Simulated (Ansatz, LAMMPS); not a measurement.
# Charge trapping in a frame of amorphous polyisobutylene (as short chains C22H46) from 640 K (136 atoms), part 2 of 4

Aim: add and remove one electron in a frame of amorphous polyisobutylene (as short chains C22H46) from 640 K (136 atoms), with atoms held and relaxed, and read trapping energy and localisation.

Ansatz 0.2.0; Kohn-Sham DFT, PBE+D3(BJ), PAW (set soft_2), plane waves.

The cell: 44 C and 92 H. The network of contacts between molecules at the start is that of the classical potential that made the cell. Sampling is at Γ alone, for a cell whose shortest periodic width is 11 Å.

So far. Step 2 (Single point at the start): The r.m.s. force at the start is 1.2 eV/Å. Step 3 (Relaxation): The relaxation converged after 18 steps, 9.79 eV below its start, with a largest force component of 0.035 eV/Å.

**4. Single point at the relaxed geometry**

The electronic structure is read at the final geometry, in a run of its own.

Input file input.yaml:

```yaml
crystal:
  lattice:
    - [11.42893, 0.0, 0.0]
    - [0.0, 11.42893, 0.0]
    - [0.0, 0.0, 11.42893]
  atoms:
    - { symbol: C, position: [0.05187, 0.58118, 0.91543] }
    - { symbol: C, position: [0.0016, 0.54351, 0.79713] }
    - { symbol: C, position: [0.91899, 0.43635, 0.79888] }
    - { symbol: C, position: [0.81369, 0.46234, 0.87929] }
    - { symbol: C, position: [0.98221, 0.32823, 0.84908] }
    - { symbol: C, position: [0.86424, 0.40943, 0.67659] }
    [... 124 atom lines left out ...]
    - { symbol: H, position: [0.45841, 0.70306, 0.06917] }
    - { symbol: H, position: [0.36776, 0.60326, 0.99292] }
    - { symbol: H, position: [0.30406, 0.71035, 0.08551] }
    - { symbol: H, position: [0.26951, 0.42163, 0.24224] }
    - { symbol: H, position: [0.26353, 0.4438, 0.08829] }
    - { symbol: H, position: [0.19203, 0.54356, 0.18388] }
kpoints:
  mp_grid: { grid: [1, 1, 1] }
hamiltonian:
  xc: pbe
  dispersion: d3bj
scf:
  occupations: { method: fixed }
output:
  forces: true
  stress: true
  populations: intrinsic
  dos:
    method: { smearing: { sigma: 0.1 } }
    de: 0.1
    projected: { site_lists: { C: [C], H: [H] } }
  eigenvalues: true
  write_density: true
  write_potential: true
  volumetric_format: npy
  elf: true
```

Run with:

```bash
> ansatz run input.yaml --threads 4 --pin off --max-ram 8192MiB --backend cpu --events-out ev --progress --plain --runs-dir out
```

Numbers of over 12 decimals in the logs are rounded to 6 here.

The log of the run:

```text
[...]
Crystal: 136 atoms, lattice volume = 1492.852 Å³
Basis set: ecut = 420 eV, 29039 PW (Γ), exchange–correlation on 160×160×160 points (8 copies of the dense FFT grid, shifted against one another)
Bands: 270, of which v1, the nominal top of the filled ones, is band 134 counted from 1 (133 counted from 0)
Symmetry: 1 space group operations
[...]
k-points: 1
[...]
SCF iter   1: F=—  HF=-12529.355903 eV  |F-HF|=—  |Δ(HF+E_count)|=         —  Δρ=3.75e-3  dr2=2.90e-1  ethr=1.77e-3  ⟨swp⟩=4.0  Hψ=932  notcnv=0  defer=129
[...]
SCF iter   9: F=-12529.383095 eV  HF=-12529.383095 eV  |F-HF|=1.04e-9  |Δ(HF+E_count)|=   2.12e-8  Δρ=5.27e-7  dr2=6.36e-9  ethr=3.73e-11  ⟨swp⟩=9.0  Hψ=1473  notcnv=0
SCF 1 converged in 9 iterations: F = -12529.383095 eV  dr2 = 6.36e-9
[...]
WARN: The input density's exchange-correlation potential varies sharply where the density is thin. Do not read a vacuum level from v_tot or v_xc, or from such a field of the output density. On a cell that repeats whose density bears no net charge and no dipole along the vacuum's axis use v_es (v_loc + v_h of the components); [...]
SCF converged after 9 iterations
Free energy (F): -12529.383095 eV
[...]
Internal energy: -12529.383095 eV  (E = F + TS)
E sigma→0 (E₀):  -12529.383095 eV
Fermi energy:    -2.586915 eV
[...]
--- Forces (eV/Å), atoms counted from 1 ---
  atom   1  C     -0.00624364    -0.00446375    -0.01296032
  atom   2  C     -0.00490492     0.01275181     0.00388553
  atom   3  C      0.00621456    -0.02817555    -0.01841416
  atom   4  C     -0.00233460    -0.01057496     0.00868063
  atom   5  C     -0.00269575     0.01018623    -0.00260437
  atom   6  C      0.02188730     0.00947481    -0.00327382
  atom   7  C     -0.01602895     0.01031646     0.00643511
  atom   8  C      0.00274439    -0.00322951     0.02023434
  atom   9  C      0.00612682     0.00714176     0.00223239
  atom  10  C     -0.00468825    -0.00579497     0.01472042
  atom  11  C     -0.01740583    -0.00203134    -0.03310479
  atom  12  C      0.02048356     0.01507635     0.02379069
  atom  13  C     -0.00215142    -0.02503623     0.00884990
  atom  14  C     -0.00688567     0.00450428    -0.00587549
[...]
atom 135  H     -0.00401555    -0.00135274     0.01105565
  atom 136  H      0.02894984    -0.01964284     0.00238320
  max |Σ_I F_I| component: 3.10e-5 eV/Å
--- Stress (GPa, compression-positive) ---
       -0.384001      -0.018888       0.008698
       -0.018888      -0.350926       0.019280
        0.008698       0.019280      -0.377545
  P = ⅓ Tr σ = -0.3708 GPa (-3.708 kbar)
--- Band table (eV) ---
[...]
--- intrinsic populations: 136 sites ---
  site symbol       q [e]
     0      C      4.5130
     1      C      4.3154
     2      C      3.9366
[...]
135      H      0.8319
  spilling = 0.000000 (of n_electrons = 268.000000)
```

Elapsed: 14 s, on 4 threads of Intel Xeon Platinum 8259CL at 2.50GHz (Skylake/Cascade Lake), shared host; peak memory 1.5 GiB.

The program notes that the exchange-correlation potential is rough where the density is thin.

The run gave:

- free energy: -12529.3831 eV
- free energy per atom: -92.1278 eV/atom
- SCF cycles: 9
- pressure: -0.3708 GPa
- r.m.s. force component: 0.01033 eV/Å
- longest force: 0.05611 eV/Å
- Fermi energy: -2.587 eV
- gap (highest filled to lowest empty level): 4.977 eV

Intrinsic-atomic-orbital charges by element:

```tsv
element	coordination	atoms	mean charge (e)	spread	least	most
C	all	44	-0.339	0.232	-0.523	0.0717
H	all	92	0.162	0.0064	0.145	0.178
```

States in the cell by windows of 1 eV, zero at the Fermi level; the larger projections on atomic orbitals stand beside the total:

```tsv
from (eV)	to (eV)	total	C p	H s	C s
-14	-13	7.9	1.3	1.4	5.2
-13	-12	3.8	0.7	0.6	2.4
-12	-11	4.0	0.6	1.1	2.3
-11	-10	35.0	6.4	11.0	17.1
-10	-9	5.6	1.4	1.5	2.7
-9	-8	3.4	0.9	1.1	1.4
-8	-7	4.9	2.3	1.0	1.5
-7	-6	15.0	7.4	3.8	3.6
-6	-5	8.2	5.8	2.1	0.2
-5	-4	32.4	22.7	8.4	0.7
-4	-3	29.3	19.6	8.9	0.4
-3	-2	48.3	30.1	17.4	0.3
-2	-1	41.4	28.8	11.9	0.5
-1	0	19.8	14.9	4.4	0.4
0	1	0.7	0.6	0.1	0.0
1	4	0.0	0.0	0.0	0.0
4	5	1.7	0.1	0.7	0.4
```

With fixed occupations the program's Fermi level is the highest filled level; weight inside the gap is the broadening of levels at its edges.

Between -15 and -14 eV lie 8 more states.

The levels nearest the highest filled one (over half full), pooled over k-points and spins:

```tsv
level less the highest filled one (eV)	occupation
-0.758	2
-0.593	2
-0.497	2
-0.439	2
-0.0495	2
0	2
4.98	0
5.84	0
5.88	0
6.01	0
6.11	0
6.22	0
```

Electrostatic potential energy in the bc plane at fractional x = 0.490, with atoms of C and H within 0.2 Å of it. With pseudopotentials it is smooth inside the atoms' cores, unlike the true potential.

Values in eV, 13 rows by 16 columns, each cell a mean:
```
  2 -23 -45 -11   2   3   3   3   4   4   4   4   4   2 -14   0
  3  -4 -18  -5   0  -7   1   4   4   4   4   2 -11 -18 -26   0
 -3  -7 -15 -17 -35  -9   2   4   4   4   4   2 -10 -17 -23  -3
-15 -24  -1  -3 -20 -16   1   4   4   4   4   4   3   2   0  -1
  1   1   3   0 -27 -39  -3   3   4   4   4   3   3   0   1   3
  0   2   3  -5 -14  -1   3   3   3   3   4   3  -2 -33 -21  -1
-19   1   4   3   3   4   4   3  -3   0   3  -1  -6 -22 -20 -39
 -7   3   4   4   4   4   4   3   1  -1 -11 -19  -4   2  -1 -20
  3   4   4   4   4   4   3   3   3   1 -24 -37  -5   2   3   2
  4   4   4   4   4   3 -14  -5   2   3   1  -2  -9 -18   1   4
  4   4   4   4   4   3  -9 -37 -23   1   3   3   1  -6   2   4
  4   4   4   3   3   3  -8 -27 -10   2   2  -3   3   3   4   4
  2  -1  -5 -18   0   3  -2  -2   3   3   2  -3   3   3   3   3
```
Columns run along b (11.4 Å; values clipped at the 3rd and 97th percentile), rows up along c (11.4 Å). Atoms in or near the plane, at fractional coordinates: C at (0.32, 0.66), C at (0.13, 0.95), C at (0.86, 0.54), C at (0.97, 0.47), C at (0.69, 0.36), C at (0.48, 0.16), H at (0.25, 0.59), H at (0.21, 0.00), H at (0.90, 0.93), H at (0.78, 0.84), H at (0.84, 0.23), H at (0.41, 0.23), H at (0.43, 0.08).

ELF in the bc plane at fractional x = 0.490, with atoms of C and H within 0.2 Å of it. It is the smooth field of the valence electrons, not physical close to the nuclei.

Ten even steps from '0' (0.00 × 1e-1) to '9' (9.98 × 1e-1), each cell a mean:
```
27862699730000100000111000289960
03542564102320000000000123489982
00368852148996200000003798778872
00246666579998400000028999943652
23566588668874100000027999856863
56665467556410000000001243346654
67763124788532100000000000012333
36763003652466420000000000122211
02321038862577520000000001244200
11000179996555300000000002566410
77620079995211002530001125413654
89861027972000049983002357636975
56641001210000289995113567756740
54210000000000158875446775312566
63100000000000002235753663001688
62000000000111000013632563100267
21000000002687510002456875552012
00000000016999962000123568999400
00000000016999975310001258999830
00000000002578624631000125899720
00000010000257634530022100233100
02211266300599985310389851000000
36643699820399994000499982000000
48876899950048971000368740026510
```
Columns run along b (11.4 Å), rows up along c (11.4 Å). Atoms in or near the plane, at fractional coordinates: C at (0.32, 0.66), C at (0.13, 0.95), C at (0.86, 0.54), C at (0.97, 0.47), C at (0.69, 0.36), C at (0.48, 0.16), H at (0.25, 0.59), H at (0.21, 0.00), H at (0.90, 0.93), H at (0.78, 0.84), H at (0.84, 0.23), H at (0.41, 0.23), H at (0.43, 0.08).

The highest filled and lowest empty levels differ by 4.98 eV (at Γ alone); a semilocal functional tends to put such gaps too low. In a disordered cell it changes from sample to sample, and tail or defect levels can set it. Mean intrinsic-atomic-orbital charges: C -0.34, H +0.16 e. The largest share in the top eV of filled states is C p (76 % of the projected weight), and in the lowest eV of empty states H s (60 % of the projected weight).

**5. An extra electron, atoms held**

The electron count changes by one with the atoms held: a vertical process, on a uniform background, with spin and a narrow Fermi–Dirac smearing. Its energy against the neutral cell hangs on the program's zero of potential.

Input file input.yaml:

```yaml
crystal:
  lattice:
    - [11.42893, 0.0, 0.0]
    - [0.0, 11.42893, 0.0]
    - [0.0, 0.0, 11.42893]
  atoms:
    [... the 136 atom lines of step 4 ...]
total_charge: -1
kpoints:
  mp_grid: { grid: [1, 1, 1] }
hamiltonian:
  xc: pbe
  dispersion: d3bj
scf:
  occupations: { method: fermi_dirac, width: 0.01 }
  lower_state_search: "off"
output:
  forces: true
  stress: true
  populations: true
  dos:
    method: { smearing: { sigma: 0.15 } }
    de: 0.1
    projected: { site_lists: { C: [C], H: [H] } }
  eigenvalues: true
  write_density: true
  write_potential: true
  volumetric_format: npy
magnetization:
  spin_polarized: true
  initial_magnetization: 1
```

The log of the run:

```text
[...]
Crystal: 136 atoms, lattice volume = 1492.852 Å³
Basis set: ecut = 420 eV, 29039 PW (Γ), exchange–correlation on 160×160×160 points (8 copies of the dense FFT grid, shifted against one another)
Bands: 271, of which v1, the nominal top of the filled ones, is band 135 counted from 1 (134 counted from 0)
Symmetry: 1 space group operations
[...]
k-points: 1
[...]
Starting moments: Σ|m| = 1 μB on 136 of 136 sites
[...]
SCF iter   1: F=—  HF=-12592.839496 eV  |F-HF|=—  |Δ(HF+E_count)|=         —  Δρ=5.29e-2 (↑5.25e-2 ↓5.29e-2)  dr2=1.97e2  dr2_m=3.82e-3  M=1.000 μB ∫|m|=1.009 μB  β_m=1.00  ethr=3.10e-3  ⟨swp⟩=6.0  Hψ=2588  notcnv=0  defer=60
[...]
spin=Collinear: Resta preconditioning applied to the charge; magnetization (m = ρ↑ − ρ↓) channel mixes plain (no charge-response kernel on spin).
SCF iter   2: F=—  HF=-12547.337199 eV  |F-HF|=—  |Δ(HF+E_count)|=         —  Δρ=3.21e-2 (↑3.20e-2 ↓3.21e-2)  dr2=6.10e1  dr2_m=4.73e-4  M=0.587 μB ∫|m|=0.625 μB  β_m=0.30  ethr=3.10e-3  ⟨swp⟩=3.0  Hψ=919  notcnv=0  defer=260
[...]
SCF iter  11: F=—  HF=-12527.038261 eV  |F-HF|=—  |Δ(HF+E_count)|=   1.99e-4  Δρ=2.94e-5 (↑2.94e-5 ↓2.91e-5)  dr2=6.74e-6  dr2_m=1.08e-5  M=0.005 μB ∫|m|=0.017 μB  β_m=0.30  ethr=6.40e-9  ⟨swp⟩=3.0  Hψ=793  notcnv=0  defer=258
[...]
spin-set hold released at iteration 11 (site moments contracting): the magnetisation degrees of freedom join the quasi-Newton model from the next iteration; the mixer history was flushed
SCF iter  12: F=—  HF=-12527.038278 eV  |F-HF|=—  |Δ(HF+E_count)|=   1.77e-5  Δρ=2.17e-5 (↑2.17e-5 ↓2.15e-5)  dr2=3.07e-6  dr2_m=6.08e-6  M=0.005 μB ∫|m|=0.014 μB  β_m=0.65  ethr=2.51e-9  ⟨swp⟩=2.5  Hψ=503  notcnv=0  defer=258
SCF iter  13: F=—  HF=-12527.038306 eV  |F-HF|=—  |Δ(HF+E_count)|=   2.77e-5  Δρ=6.36e-6 (↑5.21e-6 ↓6.36e-6)  dr2=6.82e-7  dr2_m=3.84e-7  M=-0.001 μB ∫|m|=0.003 μB  β_m=0.68  ethr=1.14e-9  ⟨swp⟩=3.5  Hψ=663  notcnv=0  defer=258
[...]
SCF iter  18: F=-12527.038308 eV  HF=-12527.038308 eV  |F-HF|=9.13e-10  |Δ(HF+E_count)|=   4.10e-9  Δρ=1.56e-7 (↑1.47e-7 ↓1.56e-7)  dr2=8.52e-11  dr2_m=3.03e-10  M=-0.000 μB ∫|m|=0.000 μB  β_m=0.85  ethr=1.00e-12  ⟨swp⟩=6.0  Hψ=2614  notcnv=0
SCF iter  19: F=-12527.038308 eV  HF=-12527.038308 eV  |F-HF|=2.18e-11  |Δ(HF+E_count)|=  2.06e-10  Δρ=5.19e-8 (↑5.07e-8 ↓5.19e-8)  dr2=6.05e-12  dr2_m=3.53e-11  M=-0.000 μB ∫|m|=0.000 μB  ethr=1.00e-12  ⟨swp⟩=6.0  Hψ=2114  notcnv=0
WARN: the starting moments were not kept: the SCF closed with an absolute magnetisation of 1.8e-5 μB, where they sum to 1 μB in size (136 sites). That is at most 0.1 of that sum. Measured as dr2_m measures the in/out step, that magnetisation stands 2.0e-12 eV from none, [...]
SCF 1 converged in 19 iterations: F = -12527.038308 eV  dr2 = 6.05e-12
[...]
SCF converged after 19 iterations
Magnetization: -0.0000 μB (134.5000 up, 134.5000 down)
Absolute magnetization: 0.0000 μB (∫|ρ↑−ρ↓|, with the PAW one-centre terms)
[...]
Per-site moments (μB) at R_I (Å): [(1.786602363771184e-8, 0.452844), (2.222351280250538e-8, 0.453616), (-8.309116091680333e-8, 0.636130), (1.887854183122097e-8, 0.453062), (4.680502521532526e-8, 0.452192), [...]
Free energy (F): -12527.038308 eV
[...]
Internal energy: -12527.024445 eV  (E = F + TS)
E sigma→0 (E₀):  -12527.031377 eV
Entropy (-TS):   -0.013863 eV (-0.102 meV/atom)
Fermi energy:    2.304663 eV
[...]
Σ components = -12527.038308   (vs F -12527.038308, Δ=0.00e0)
--- Forces (eV/Å), atoms counted from 1 ---
  atom   1  C     -0.01974508    -0.02830805    -0.02321678
  atom   2  C     -0.02004448    -0.00930459     0.00965671
  atom   3  C      0.02294747    -0.01187920    -0.00806317
  atom   4  C      0.02040774    -0.02170168    -0.00406541
[...]
atom 136  H      0.01547505    -0.00418069     0.01105348
  max |Σ_I F_I| component: 1.21e-6 eV/Å
--- Stress (GPa, compression-positive) ---
       -0.433846      -0.024625       0.011883
       -0.024625      -0.412511      -0.023609
        0.011883      -0.023609      -0.487379
  P = ⅓ Tr σ = -0.4446 GPa (-4.446 kbar)
--- Band table (eV) ---
[...]
--- Löwdin populations: 136 sites ---
  site symbol       q [e]    m [muB]
     0      C      4.4609    -0.0000
     1      C      4.2773     0.0000
     2      C      3.9130    -0.0000
[...]
135      H      0.8247    -0.0000
  spilling = 0.012465 (of n_electrons = 269.000000)
```

Run time: 45 s. Hardware: 4 threads; peak memory 2.5 GiB; 2.9 min of CPU time.

The program notes that starting moments were not kept.

An extra electron, atoms held: the energy stands 2.34 eV above that of the reference. An odd electron should give 1 μB; this run ended with the carrier shared between both spins.

The levels nearest the highest filled one (over half full), pooled over k-points and spins:

```tsv
level less the highest filled one (eV)	occupation
-4.93	1
-4.93	1
0	0.5
0	0.5
0.833	0
0.833	0
0.897	0
0.897	0
```

**6. An extra electron, atoms relaxed**

The atoms now respond to the charge; the energy gained comes from screening by the atoms, from trapping if the charge localises, and from any strain left in the reference.

input.yaml, the sections that differ from step 5:

```yaml
output:
  forces: true
relax:
  f_tol: 0.05
  max_steps: 90
# crystal, total_charge, kpoints, hamiltonian, scf, magnetization: as in step 5
```

The log of the run:

```text
[...]
Crystal: 136 atoms, lattice volume = 1492.852 Å³
Basis set: ecut = 420 eV, 29039 PW (Γ), exchange–correlation on 160×160×160 points (8 copies of the dense FFT grid, shifted against one another)
Bands: 271, of which v1, the nominal top of the filled ones, is band 135 counted from 1 (134 counted from 0)
Symmetry: 1 space group operations
[...]
k-points: 1
[...]
Starting moments: Σ|m| = 1 μB on 136 of 136 sites
[...]
SCF iter   1: F=—  HF=-12592.839496 eV  |F-HF|=—  |Δ(HF+E_count)|=         —  Δρ=5.29e-2 (↑5.25e-2 ↓5.29e-2)  dr2=1.97e2  dr2_m=3.82e-3  M=1.000 μB ∫|m|=1.009 μB  β_m=1.00  ethr=3.10e-3  ⟨swp⟩=6.0  Hψ=2588  notcnv=0  defer=60
[...]
SCF iter  14: F=-12527.038308 eV  HF=-12527.038308 eV  |F-HF|=9.69e-8  |Δ(HF+E_count)|=   1.28e-6  Δρ=2.78e-6 (↑2.78e-6 ↓2.54e-6)  dr2=6.61e-8  dr2_m=9.34e-8  M=0.003 μB ∫|m|=0.003 μB  ethr=2.13e-10  ⟨swp⟩=1.0  Hψ=1146  notcnv=0
[...]
SCF 1 converged in 14 iterations: F = -12527.038308 eV  dr2 = 6.61e-8
[...]
relax step   1: F+E_penalty+E_count = -12527.03830791 eV  Δ(F+E_penalty+E_count) = +0.000e0 eV  max|allowed force component| = 5.495e-2 eV/Å  Δτ_max = 0.0000 Å  (14 SCF iters, dr2 threshold 6.25e-5 eV, accepted)
[...]
Starting moments: Σ|m| = 1 μB on 136 of 136 sites; this step starts from the density that it was given
[...]
SCF iter   7: F=-12527.041745 eV  HF=-12527.041745 eV  |F-HF|=1.77e-8  |Δ(HF+E_count)|=   5.91e-8  Δρ=1.44e-6 (↑1.44e-6 ↓1.43e-6)  dr2=9.79e-8  dr2_m=2.69e-10  M=0.000 μB ∫|m|=0.000 μB  ethr=3.72e-11  ⟨swp⟩=2.5  Hψ=1338  notcnv=0
the starting moments were not kept: the SCF closed with an absolute magnetisation of 1.7e-4 μB, where they sum to 1 μB in size (136 sites). That is at most 0.1 of that sum. Measured as dr2_m measures the in/out step, that magnetisation stands 9.9e-11 eV from none, at or under the dr2_threshold of 1.0e-7 eV: it is no larger than a step whose dr2_m would equal this threshold.
SCF 2 converged in 7 iterations: F = -12527.041745 eV  dr2 = 9.79e-8
relax step   2: F+E_penalty+E_count = -12527.04174493 eV  Δ(F+E_penalty+E_count) = -3.437e-3 eV  max|allowed force component| = 4.031e-2 eV/Å  Δτ_max = 0.0279 Å  (7 SCF iters, accepted)
SCF converged after 7 iterations
Magnetization: 0.0001 μB (134.5001 up, 134.4999 down)
Absolute magnetization: 0.0002 μB (∫|ρ↑−ρ↓|, with the PAW one-centre terms)
[...]
Per-site moments (μB) at R_I (Å): [(4.103049132243025e-7, 0.452811), (1.0881894766044696e-8, 0.453656), (1.7381685808841143e-7, 0.635992), (1.2360995757931641e-7, 0.452904), (1.6604483876973645e-7, 0.452025), [...]
Free energy (F): -12527.041745 eV
[...]
Internal energy: -12527.027882 eV  (E = F + TS)
E sigma→0 (E₀):  -12527.034813 eV
Entropy (-TS):   -0.013863 eV (-0.102 meV/atom)
Fermi energy:    2.301101 eV
[...]
--- Forces (eV/Å), atoms counted from 1 ---
  atom   1  C     -0.00649789    -0.00945765    -0.00907303
  atom   2  C     -0.00584282    -0.01086140     0.02700745
  atom   3  C     -0.00676998     0.00147726    -0.01489482
  atom   4  C      0.01456222    -0.00695343     0.00712469
  atom   5  C      0.00019387     0.02018675    -0.00523012
  atom   6  C      0.02744115    -0.01966445    -0.00144996
  atom   7  C     -0.02197104     0.00831504     0.02911725
  atom   8  C     -0.00629413    -0.03485680    -0.02215480
  atom   9  C     -0.01213102     0.01454296     0.00200842
  atom  10  C      0.01432229     0.02563251    -0.00623668
  atom  11  C     -0.01449489    -0.01128825    -0.03498119
  atom  12  C      0.01926718     0.00356811     0.01717556
  atom  13  C      0.00281868     0.00166894     0.03308677
  atom  14  C     -0.00917831     0.01974725    -0.00389439
[...]
atom 135  H     -0.00284803    -0.00016026     0.00401053
  atom 136  H      0.00321143    -0.00263429     0.00387063
  max |Σ_I F_I| component: 3.37e-5 eV/Å
--- Relaxed structure (2 steps of the walk, 2 accepted, 0 SCFs on fresh bases) ---
  F+E_penalty+E_count = -12527.04174493 eV   max|allowed force component| = 4.031e-2 eV/Å
  atoms:
    - { symbol: C, position: [0.051756, 0.581430, 0.914413] }
    - { symbol: C, position: [0.000969474, 0.543648, 0.796445] }
    - { symbol: C, position: [0.918924, 0.436092, 0.798597] }
    - { symbol: C, position: [0.813536, 0.461544, 0.879046] }
[...]
- { symbol: H, position: [0.192025, 0.543924, 0.185740] }
```

Wall time 35 s (4 threads); peak memory 2.4 GiB; 2.2 min of CPU time.

The relaxation converged after 2 steps, 0.00344 eV below its start, with a largest force component of 0.040 eV/Å.

An extra electron, atoms relaxed: the energy stands 2.34 eV above that of the reference. An odd electron should give 1 μB; this run ended with the carrier shared between both spins.

(Part 2 of 4 ends here.)

[Logs are printed without paths, hosts, clocks, repeated set-up lines and the standing remarks that a program may print on its own settings, such as how far it seeks lower states.]

[Hosts, paths, dates, database ids (printed as entryN), source tags and the programs' standing remarks are cut or masked in the printed files.]
